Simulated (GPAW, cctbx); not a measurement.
# By hand: from a DFT structure factor to an extinction distance in AlSi

AlSi, P6/mmm (no. 191), a = 5.5023 Å, b = 5.5023 Å, c = 4.1579 Å, α = 90.00°, β = 90.00°, γ = 120.00°.

| atom | mult. | x | y | z |
| --- | --- | --- | --- | --- |
| Si1 | 1 | 0 | 0 | 0 |
| Si2 | 2 | 2/3 | 1/3 | 1/2 |
| Al1 | 3 | 0 | 1/2 | 0 |

The start was made by putting kin elements into a known structure type; the compound need not exist, or be stable, in this form.

A DFT run (GPAW, PBE, 450 eV, 5×4×4 k-points (along the axes of the calculation cell), Fermi–Dirac width 0.05 eV) gives the static X-ray structure factor of 100 as 11.256 e for the conventional cell; superposed free atoms give 11.128 e. **Problem.** Find the Fourier component V of the crystal potential and the two-beam extinction distance at 200 kV in both cases, then the holographic phase shift per nanometre.

**1. Geometry**

The cell volume is Ω = 109.02 Å³ and d(100) = 4.7651 Å, so g = 1/d = 0.2099 Å⁻¹.

**2. The nuclei**

Electrons feel nuclei as well as electrons, so the nuclear charges are summed with the same phases.

Phase sums Σ exp(2πi h·x), turned so that the total is real and positive: Si 0.000, Al +1.000. Then F_Z = 14 × (0.000) + 13 × (+1.000) = 13.00 e. The electron term has the same sign for this reflection.

**3. Mott–Bethe**

Poisson's equation, term by term, gives V = (e/4πε₀)(F_Z − F)/(πΩg²), with e/4πε₀ = 14.3996 V Å.

The prefactor is 14.3996 × 4.7651²/(π × 109.02) = 0.95467 V per electron. Free atoms: (13.00 − 11.128) × 0.95467 = 1.787 V. Crystal: (13.00 − 11.256) × 0.95467 = 1.665 V. F changes by +1.15 % and V by -6.8 %: the same 0.13 e is measured against F_Z − F = 1.9 e in place of F = 11.1 e.

**4. Extinction distance**

In the two-beam case ξ = 1/(λU) with U = 2γm₀eV/h², that is ξ = 150.41 V Å²/(γλV).

At 200 kV, λ = 0.02508 Å and γ = 1.3914. Free atoms: ξ = 2412 Å. Crystal: ξ = 2589 Å. The thickness fringes go as sin²(πt/ξ), so the two patterns slip by a quarter of a period when t|1/ξ₁ − 1/ξ₀| = 1/4, at t ≈ 882 nm, thicker than usual samples. Thermal motion, absorption and many-beam coupling, left out here, change a real pattern.

**5. Phase shift**

A slab run (normal [210], unrelaxed) gives a mean inner potential of 13.07 V; free atoms give 15.33 V. The phase shift is φ = C_E V₀ t, with C_E = (2π/λE)(E + m₀c²)/(E + 2m₀c²).

C_E = 7.288 × 10⁻³ rad/(V nm). The shift is 0.0953 rad/nm in the crystal and 0.1117 rad/nm for free atoms. A sample 50 nm thick gives φ = 4.76 rad; read with the free-atom value it would seem 42.6 nm thick.

**6. Answer**

V(100) is 1.66 V against 1.79 V, and ξ is 2589 against 2412 Å. The phase shift is 0.095 rad/nm, and free atoms would misjudge a thickness by -15 %. Limits: static atoms, two beams.
